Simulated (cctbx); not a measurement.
# Resonant diffraction in Gd4Ti2CdO10

Space group C2 (no. 5), a = 11.2870 Å, b = 5.9660 Å, c = 8.2000 Å, α = 90.00°, β = 115.49°, γ = 90.00°.

| atom | mult. | x | y | z | Ueq (Å²) |
| --- | --- | --- | --- | --- | --- |
| Gd1 | 4 | 0.8663 | 0.5088 | 0.0254 | 0.0049 |
| Gd2 | 4 | 0.8684 | 0.5111 | 0.5372 | 0.0046 |
| Cd1 | 2 | 0 | 0.0874 | 0 | 0.0063 |
| Ti1 | 4 | 0.5095 | 0.4739 | 0.6764 | 0.0066 |
| O1 | 2 | 0 | 0.7676 | 0 | 0.0108 |
| O2 | 4 | 0.9133 | 0.3365 | 0.8001 | 0.0113 |
| O3 | 2 | 0 | 0.2402 | 1/2 | 0.0097 |
| O4 | 4 | 0.9208 | 0.6644 | 0.3056 | 0.0093 |
| O5 | 4 | 0.8454 | 0.1317 | 0.0978 | 0.0103 |
| O6 | 4 | 0.8372 | 0.8836 | 0.5915 | 0.0116 |

The model was made for the exercise: a known structure type with other elements put in, its volume estimated, not relaxed; displacement parameters are assumed.

Calculated with cctbx: free-atom f′ and f″ from the Sasaki tables, no fine structure; amplitudes in electrons.

| E (eV) | F 0 0 1 | F 3 1 0 | F 1 1 0 | F 0 2 0 |
| --- | --- | --- | --- | --- |
| 26111 | 50.9 | 438.9 | 166.7 | 484.7 |
| 26461 | 49.3 | 437.3 | 168.0 | 483.5 |
| 26591 | 48.0 | 436.0 | 169.1 | 482.6 |
| 26651 | 46.7 | 434.8 | 170.1 | 481.7 |
| 26681 | 45.4 | 433.7 | 171.2 | 480.9 |
| 26696 | 44.2 | 432.6 | 172.3 | 480.1 |
| 26703 | 43.1 | 431.6 | 173.1 | 479.4 |
| 26707 | 42.0 | 430.6 | 174.1 | 478.7 |
| 26715 | 40.8 | 426.5 | 178.8 | 472.9 |
| 26719 | 42.5 | 428.1 | 177.4 | 474.1 |
| 26726 | 44.2 | 429.7 | 175.9 | 475.2 |
| 26741 | 45.7 | 431.0 | 174.6 | 476.1 |
| 26771 | 47.1 | 432.3 | 173.4 | 477.0 |
| 26861 | 48.9 | 434.0 | 171.9 | 478.2 |
| 27111 | 50.9 | 435.7 | 170.1 | 479.4 |

**Question.** Which edge is crossed, and why do the reflections move as they do?

The K edge of Cd. The edge is at 26711 eV. f′ of Cd falls from -4.8 e at 26591 eV to -7.8 e at 4 eV below it, and f″ steps from 0.56 to 3.60 e across it. Over that approach |F| changes by -12 % (0 0 1), -1 % (3 1 0), +3 % (1 1 0) and -1 % (0 2 0): a reflection falls where Cd scatters in phase with the total and rises where it scatters against it; it hardly moves where the Cd term is small or cancels by symmetry or lies in quadrature to the total. The f″ term interferes with the normal scattering with opposite sign for the two Friedel mates. The largest Friedel difference in the scan is 3.3 % of the mean (1 1 0, at 26726 eV).
